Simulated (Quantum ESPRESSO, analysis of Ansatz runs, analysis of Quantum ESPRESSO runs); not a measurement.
# Reproducing a measured charge-transition level: substitutional P in diamond (Quantum ESPRESSO), part 3 of 4

Subject: substitutional P in diamond. Wanted: its charge-transition level, in one set-up (PBE, GBRV 1.5 PBE, cutoffs x 0.85, 64-site cell, PBE lattice, k: the zone centre alone then 2x2x2 shifted, dielectric constants 5.7 and 5.7 (handbook)). The model is a cell of 64 host atoms with 1 C taken out and 1 P put in. The level is the Fermi energy at which two charge states have equal formation energy, after a correction for the images of the charge. This set-up takes another basis size than the usual one.

Quantum ESPRESSO 7.5; PBE, GBRV 1.5 PBE, cutoffs x 0.85, 64-site cell, PBE lattice, k: the zone centre alone then 2x2x2 shifted, dielectric constants 5.7 and 5.7 (handbook).

So far: Set-up; Relaxation, charge +1; Single point, charge +1.

## 4. Relaxation, charge 0

Level of this step: Quantum ESPRESSO plane-wave DFT, PBE, GBRV 1.5 PBE potentials; relaxation of all atoms of a defect supercell (Quantum ESPRESSO).

pw.in reads:

```
&CONTROL
  calculation = 'relax'
  prefix = 'pwscf'
  outdir = './tmp'
  pseudo_dir = './pseudo'
  tprnfor = .true.
  disk_io = 'low'
  nstep = 70
  forc_conv_thr = 0.00078
  etot_conv_thr = 0.0001
/
&SYSTEM
  ibrav = 0
  nat = 64
  ntyp = 2
  ecutwfc = 38
  ecutrho = 306
  nbnd = 133
  occupations = 'smearing'
  smearing = 'fd'
  degauss = 0.00073499
  nspin = 2
  starting_magnetization(1) = 0.125
  starting_magnetization(2) = 0.1
  tot_magnetization = 1
  nosym = .true.
/
&ELECTRONS
  conv_thr = 6d-08
  electron_maxstep = 100
  mixing_beta = 0.3
/
&IONS
  ion_dynamics = 'bfgs'
/
ATOMIC_SPECIES
C     12.0110 c_pbe_v1.2.uspp.F.UPF
P     30.9738 p_pbe_v1.5.uspp.F.UPF
CELL_PARAMETERS angstrom
   7.1413542048    0.0000000000    0.0000000000
   0.0000000000    7.1413542048    0.0000000000
   0.0000000000    0.0000000000    7.1413542048
ATOMIC_POSITIONS crystal
C      0.0044652213    0.0048371578    0.2523841832
C     -0.0038865473    0.2521050617   -0.0054299256
[... 1 atom line left out ...]
C      0.2432238634    0.2511043321    0.2513729712
C      0.1298886615    0.1232023970    0.3703212994
[... 2 atom lines left out ...]
P      0.3754387746    0.3816365000    0.3728125423
[... 5 atom lines left out ...]
C      0.1309648201    0.3754610116    0.6213628285
C      0.3772723090    0.1307862393    0.6282212844
[... 5 atom lines left out ...]
C      0.1314399637    0.6275400060    0.3760468350
[... 5 atom lines left out ...]
C      0.2490089521    0.5062971749    0.5028955205
[... 10 atom lines left out ...]
C      0.6212794136    0.3706207387    0.1289999918
[... 3 atom lines left out ...]
C      0.4972998595    0.2562085523    0.5017843056
[... 3 atom lines left out ...]
C      0.6196853016    0.3731222399    0.6291531464
[... 2 atom lines left out ...]
C      0.4956111469    0.5028791361    0.2546334836
[... 3 atom lines left out ...]
C      0.6235212152    0.6188243242    0.3720512968
[... 10 atom lines left out ...]
C      0.8701849222    0.8721462567    0.8707938377
K_POINTS gamma
```

The run is started by

```console
OMP_NUM_THREADS=1 mpirun -n 4 pw.x -in pw.in > pw.out
```

The program printed:

```text
[banner, memory and clock lines left out]
          URL

     gamma-point specific algorithms are used

     bravais-lattice index     =            0
     lattice parameter (alat)  =      13.4952  a.u.
     unit-cell volume          =    2457.7535 (a.u.)^3
     number of atoms/cell      =           64
     number of atomic types    =            2
     number of electrons       =       257.00 (up: 129.00, down: 128.00)
     number of Kohn-Sham states=          133
     kinetic-energy cutoff     =      38.0000  Ry
     charge density cutoff     =     306.0000  Ry
     scf convergence threshold =      6.0E-08
     mixing beta               =       0.3000
     number of iterations used =            8  plain     mixing
     energy convergence thresh.=      1.0E-04
     force convergence thresh. =      7.8E-04
     Exchange-correlation=  SLA  PW   PBX  PBC
                           (   1   4   3   4   0   0   0)
     nstep                     =           70

     celldm(1)=  13.495204  celldm(2)=   0.000000  celldm(3)=   0.000000
     celldm(4)=   0.000000  celldm(5)=   0.000000  celldm(6)=   0.000000

     crystal axes: (cart. coord. in units of alat)
               a(1) = (   1.000000   0.000000   0.000000 )
               a(2) = (   0.000000   1.000000   0.000000 )
               a(3) = (   0.000000   0.000000   1.000000 )

     reciprocal axes: (cart. coord. in units 2 pi/alat)
               b(1) = (  1.000000  0.000000  0.000000 )
               b(2) = (  0.000000  1.000000  0.000000 )
               b(3) = (  0.000000  0.000000  1.000000 )

     PseudoPot. # 1 for C  read from file:
     c_pbe_v1.2.uspp.F.UPF
     Pseudo is Ultrasoft + core correction, Zval =  4.0
     Generated by new atomic code, or converted to UPF format
     Using radial grid of  721 points,  4 beta functions with:
                l(1) =   0
                l(2) =   0
                l(3) =   1
                l(4) =   1
     Q(r) pseudized with  8 coefficients,  rinner =    1.100   1.100   1.100

     PseudoPot. # 2 for P  read from file:
     p_pbe_v1.5.uspp.F.UPF
     Pseudo is Ultrasoft + core correction, Zval =  5.0
     Generated by new atomic code, or converted to UPF format
     Using radial grid of  903 points,  6 beta functions with:
                l(1) =   0
                l(2) =   0
                l(3) =   1
                l(4) =   1
                l(5) =   2
                l(6) =   2
     Q(r) pseudized with  8 coefficients,  rinner =    1.300   1.300   1.300
                                                       1.300   1.300

     atomic species   valence    mass     pseudopotential
     C                 4.00    12.01100     C ( 1.00)
     P                 5.00    30.97380     P ( 1.00)

     Starting magnetic structure
     atomic species   magnetization
     C               0.125
     P               0.100

     No symmetry found

   Cartesian axes

     site n.     atom                  positions (alat units)
         1        C      tau(   1) = (   0.0044652   0.0048372   0.2523842  )
         2        C      tau(   2) = (  -0.0038865   0.2521051  -0.0054299  )
         3        C      tau(   3) = (   0.2560639   0.0029596   0.0018684  )
         4        C      tau(   4) = (   0.2432239   0.2511043   0.2513730  )
         5        C      tau(   5) = (   0.1298887   0.1232024   0.3703213  )
         6        C      tau(   6) = (   0.1297751   0.3768662   0.1202317  )
         7        C      tau(   7) = (   0.3697124   0.1280661   0.1215853  )
         8        P      tau(   8) = (   0.3754388   0.3816365   0.3728125  )
         9        C      tau(   9) = (   0.0064836  -0.0026171   0.7496334  )
        10        C      tau(  10) = (  -0.0060916   0.2497993   0.5034457  )
        11        C      tau(  11) = (   0.2552553   0.0044004   0.4985719  )
        12        C      tau(  12) = (   0.2517453   0.2436197   0.7477052  )
        13        C      tau(  13) = (   0.1299600   0.1243778   0.8700977  )
        14        C      tau(  14) = (   0.1309648   0.3754610   0.6213628  )
        15        C      tau(  15) = (   0.3772723   0.1307862   0.6282213  )
        16        C      tau(  16) = (   0.3794093   0.3780898   0.8794757  )
        17        C      tau(  17) = (   0.0038021   0.4948532   0.2528417  )
[...]
57        C      tau(  57) = (   0.5048271   0.4968756   0.7460052  )
        58        C      tau(  58) = (   0.5059126   0.7519547   0.5032001  )
        59        C      tau(  59) = (   0.7482922   0.4950913   0.4953087  )
        60        C      tau(  60) = (   0.7502710   0.7494121   0.7430285  )
        61        C      tau(  61) = (   0.6212194   0.6235626   0.8692850  )
        62        C      tau(  62) = (   0.6216633   0.8688655   0.6244953  )
        63        C      tau(  63) = (   0.8741096   0.6241099   0.6318874  )
        64        C      tau(  64) = (   0.8701849   0.8721463   0.8707938  )

     number of k points=     1  Fermi-Dirac smearing, width (Ry)=  0.0007
                       cart. coord. in units 2pi/alat
        k(    1) = (   0.0000000   0.0000000   0.0000000), wk =   1.0000000

     Dense  grid:   111028 G-vectors     FFT dimensions: (  75,  75,  75)

     Smooth grid:    39007 G-vectors     FFT dimensions: (  54,  54,  54)

     Generating pointlists ...
     new r_m :   0.0843 (alat units)  1.1375 (a.u.) for type    1
     new r_m :   0.0856 (alat units)  1.1558 (a.u.) for type    2

     Initial potential from superposition of free atoms

     starting charge     256.9973, renormalised to     257.0000
     Starting wfcs are  256 randomized atomic wfcs

     Self-consistent Calculation

     iteration #  1     ecut=    38.00 Ry     beta= 0.30
     Davidson diagonalization with overlap
     ethr =  1.00E-02,  avg # of iterations =  2.0

     total energy              =    -737.62882708 Ry
     estimated scf accuracy    <       4.32197898 Ry

     total magnetization       =     1.00 Bohr mag/cell
     absolute magnetization    =     1.17 Bohr mag/cell

     iteration #  2     ecut=    38.00 Ry     beta= 0.30
     Davidson diagonalization with overlap
     ethr =  1.68E-03,  avg # of iterations =  3.0

     total energy              =    -737.20781716 Ry
     estimated scf accuracy    <       1.72223585 Ry

     total magnetization       =     1.00 Bohr mag/cell
     absolute magnetization    =     1.07 Bohr mag/cell

     iteration #  3     ecut=    38.00 Ry     beta= 0.30
     Davidson diagonalization with overlap
     ethr =  6.70E-04,  avg # of iterations =  2.0

     total energy              =    -737.36437135 Ry
[...]
CASE: energy            _new < energy            _old

     new trust radius        =       0.0023060153 bohr
     new conv_thr            =       0.0000000006 Ry

ATOMIC_POSITIONS (crystal)
C               -0.0025888685       -0.0027513689        0.2491083939
C               -0.0016088155        0.2503462509       -0.0027619973
C                0.2504735591       -0.0017378813       -0.0027518355
C                0.2378734639        0.2377192634        0.2349744185
C                0.1222620131        0.1221469538        0.3731990605
C                0.1217113263        0.3740375943        0.1191314406
C                0.3742200059        0.1215506545        0.1191060596
P                0.3701183209        0.3698612764        0.3793315093
C                0.0005480286        0.0003626736        0.7488814685
C                0.0004495048        0.2503942477        0.4988609832
C                0.2505066073        0.0003280372        0.4988497384
C                0.2504851184        0.2503617035        0.7489637047
C                0.1249272548        0.1248045815        0.8735179158
C                0.1222851401        0.3760303008        0.6271026394
C                0.3761603655        0.1221362882        0.6271206938
C                0.3753029863        0.3751189736        0.8749564219
[...]
NEW-OLD atomic charge density approx. for the potential
     Generating pointlists ...

     Self-consistent Calculation

     iteration #  1     ecut=    38.00 Ry     beta= 0.30
     Davidson diagonalization with overlap
     ethr =  1.00E-06,  avg # of iterations =  2.0

     Threshold (ethr) on eigenvalues was too large:
     Diagonalizing with lowered threshold

     Davidson diagonalization with overlap
     ethr =  1.16E-09,  avg # of iterations =  7.0

     total energy              =    -737.87557161 Ry
     estimated scf accuracy    <       0.00000481 Ry

     total magnetization       =     1.00 Bohr mag/cell
     absolute magnetization    =     1.10 Bohr mag/cell

     iteration #  2     ecut=    38.00 Ry     beta= 0.30
     Davidson diagonalization with overlap
     ethr =  1.87E-09,  avg # of iterations =  2.0

     total energy              =    -737.87557153 Ry
     estimated scf accuracy    <       0.00000139 Ry

     total magnetization       =     1.00 Bohr mag/cell
     absolute magnetization    =     1.10 Bohr mag/cell

     iteration #  3     ecut=    38.00 Ry     beta= 0.30
     Davidson diagonalization with overlap
     ethr =  5.40E-10,  avg # of iterations =  3.5

     total energy              =    -737.87557165 Ry
     estimated scf accuracy    <       0.00000022 Ry

     total magnetization       =     1.00 Bohr mag/cell
     absolute magnetization    =     1.10 Bohr mag/cell

     iteration #  4     ecut=    38.00 Ry     beta= 0.30
     Davidson diagonalization with overlap
     ethr =  8.53E-11,  avg # of iterations =  3.0

     total energy              =    -737.87557168 Ry
     estimated scf accuracy    <       0.00000003 Ry

     total magnetization       =     1.00 Bohr mag/cell
     absolute magnetization    =     1.10 Bohr mag/cell

     iteration #  5     ecut=    38.00 Ry     beta= 0.30
     Davidson diagonalization with overlap
     ethr =  1.12E-11,  avg # of iterations =  6.0

     total energy              =    -737.87557169 Ry
     estimated scf accuracy    <          5.8E-09 Ry

     total magnetization       =     1.00 Bohr mag/cell
     absolute magnetization    =     1.10 Bohr mag/cell

     iteration #  6     ecut=    38.00 Ry     beta= 0.30
     Davidson diagonalization with overlap
     ethr =  2.25E-12,  avg # of iterations =  3.5

     total energy              =    -737.87557169 Ry
     estimated scf accuracy    <          1.5E-09 Ry

     total magnetization       =     1.00 Bohr mag/cell
     absolute magnetization    =     1.10 Bohr mag/cell

     iteration #  7     ecut=    38.00 Ry     beta= 0.30
     Davidson diagonalization with overlap
     ethr =  5.71E-13,  avg # of iterations =  4.5

     Magnetic moment per site  (integrated on atomic sphere of radius R)
[...]
atom  57 (R=0.084)  charge=  1.7618  magn=  0.0115
     atom  58 (R=0.084)  charge=  1.7650  magn=  0.0007
     atom  59 (R=0.084)  charge=  1.7651  magn=  0.0007
     atom  60 (R=0.084)  charge=  1.7702  magn=  0.0011
     atom  61 (R=0.084)  charge=  1.7684  magn=  0.0017
     atom  62 (R=0.084)  charge=  1.7676  magn=  0.0001
     atom  63 (R=0.084)  charge=  1.7676  magn=  0.0001
     atom  64 (R=0.084)  charge=  1.7630  magn=  0.0003

     End of self-consistent calculation

 ------ SPIN UP ------------

          k = 0.0000 0.0000 0.0000 (  4886 PWs)   bands (ev):

[...]
17.3018  17.6620  17.6627  17.8997  17.9001

 ------ SPIN DOWN ----------

          k = 0.0000 0.0000 0.0000 (  4886 PWs)   bands (ev):

[...]
5.2357   5.2360   5.3543   5.3546   5.3784   5.8415   5.8416   5.8650
     5.8652   5.9109   5.9740   5.9741   5.9823   6.0420   6.0422   6.0745
     6.1540   7.2663   7.2666   7.2668   7.2906   7.3050   7.3051   8.9430
     8.9434   9.0585   9.0606   9.0608   9.2983   9.3520   9.3525   9.3967
     9.4016   9.4017   9.4031   9.4375   9.4930   9.4931   9.6129   9.6132
     9.6412  10.4802  10.5092  10.5095  10.5415  10.5452  10.5453  10.5810
    10.5812  10.6066  10.6448  10.6455  10.6864  10.6967  10.6967  10.7678
    10.8089  10.8094  11.0038  11.0040  11.1441  13.6011  13.6016  13.6137
    17.7116  17.7125  17.7277  17.9250  17.9253

     the spin up/dw Fermi energies are    17.4786   14.7656 ev

!    total energy              =    -737.87557169 Ry
     estimated scf accuracy    <          1.6E-10 Ry
     smearing contrib. (-TS)   =      -0.00000000 Ry
     internal energy E=F+TS    =    -737.87557169 Ry

     The total energy is F=E-TS. E is the sum of the following terms:
     one-electron contribution =     262.54916335 Ry
     hartree contribution      =      62.97804401 Ry
     xc contribution           =    -239.28552529 Ry
     ewald contribution        =    -824.11725376 Ry

     total magnetization       =     1.00 Bohr mag/cell
     absolute magnetization    =     1.10 Bohr mag/cell

     convergence has been achieved in   7 iterations

     Forces acting on atoms (cartesian axes, Ry/au):

[...]
atom   57 type  1   force =     0.00003975   -0.00009696    0.00012377
     atom   58 type  1   force =     0.00003933    0.00006390   -0.00000186
     atom   59 type  1   force =     0.00017148   -0.00002921    0.00001471
     atom   60 type  1   force =    -0.00005202    0.00000420   -0.00006964
     atom   61 type  1   force =     0.00024021   -0.00004488    0.00003762
     atom   62 type  1   force =     0.00026556   -0.00012921    0.00011929
     atom   63 type  1   force =     0.00018351    0.00010691    0.00010704
     atom   64 type  1   force =     0.00016232   -0.00000733   -0.00012185

     Total force =     0.002003     Total SCF correction =     0.000019
     Energy error            =      1.4E-05 Ry
     Gradient error          =      4.8E-04 Ry/Bohr

     bfgs converged in   9 scf cycles and   8 bfgs steps
     (criteria: energy <  1.0E-04 Ry, force <  7.8E-04 Ry/Bohr)

     End of BFGS Geometry Optimization

     Final energy             =    -737.8755716912 Ry

     File ./tmp/pwscf.bfgs deleted, as requested
Begin final coordinates

ATOMIC_POSITIONS (crystal)
[...]
C                0.5000976531        0.4999497340        0.7502129648
C                0.4996613692        0.7510246399        0.4991524218
C                0.7511453957        0.4995234192        0.4991667667
C                0.7500643132        0.7499225353        0.7490128782
C                0.6251771303        0.6250513286        0.8743900404
C                0.6252953546        0.8745213336        0.6248197600
C                0.8746437441        0.6251527627        0.6248261316
C                0.8752687195        0.8750969797        0.8741509973
End final coordinates
```

It took 4.9 min on 4 MPI ranks of Arm Neoverse N1, shared host; peak memory 0.82 GiB.

Step by step:

```
step  energy less that of the first step (eV)
   0                                   0.0000
   1                                  -5.6452
   2                                  -6.6273
   3                                  -6.7294
   4                                  -6.7488
   5                                  -6.7566
   6                                  -6.7588
   7                                  -6.7596
   8                                  -6.7598
```

The atoms that moved most (Å):

```
atom      dx      dy      dz  length
 C42   0.123  -0.132   0.070   0.193
 C49   0.113   0.059  -0.119   0.174
  C4  -0.038  -0.096  -0.117   0.156
 C27  -0.079   0.057   0.062   0.115
  P8  -0.038  -0.084   0.047   0.103
 C38   0.051   0.038  -0.057   0.086
  C1  -0.050  -0.054  -0.023   0.078
 C46   0.076   0.006  -0.010   0.077
```

Neighbours of P8 at the end:

```
atom  distance (Å)
 C42         1.687
  C4         1.687
 C27         1.687
 C49         1.748
 C15         2.503
  C5         2.503
 C14         2.503
  C7         2.569
 C46         2.569
 C37         2.569
  C6         2.569
 C31         2.569
 C21         2.569
 C38         2.609
 C53         2.609
 C23         2.609
```

This step gave:

```
total moment                          : 1.0000 μB
integral of the absolute spin density : 1.100 μB
```

First to last step the energy falls by 6.760 eV; the largest move, 0.19 Å, is that of C42. Judged within 0.08 Å, the space group went from P1 to R3m.

[end of part 3 of 4]

[Logs are printed without paths, hosts, clocks, repeated set-up lines and the standing remarks that a program may print on its own settings, such as how far it seeks lower states.]

[Hosts, paths, dates, database ids (printed as entryN), source tags and the programs' standing remarks are cut or masked in the printed files.]

[For some hosts the program warned that the k-mesh of the response run may be too coarse for force constants and the static dielectric constant; such warnings are not shown here.]
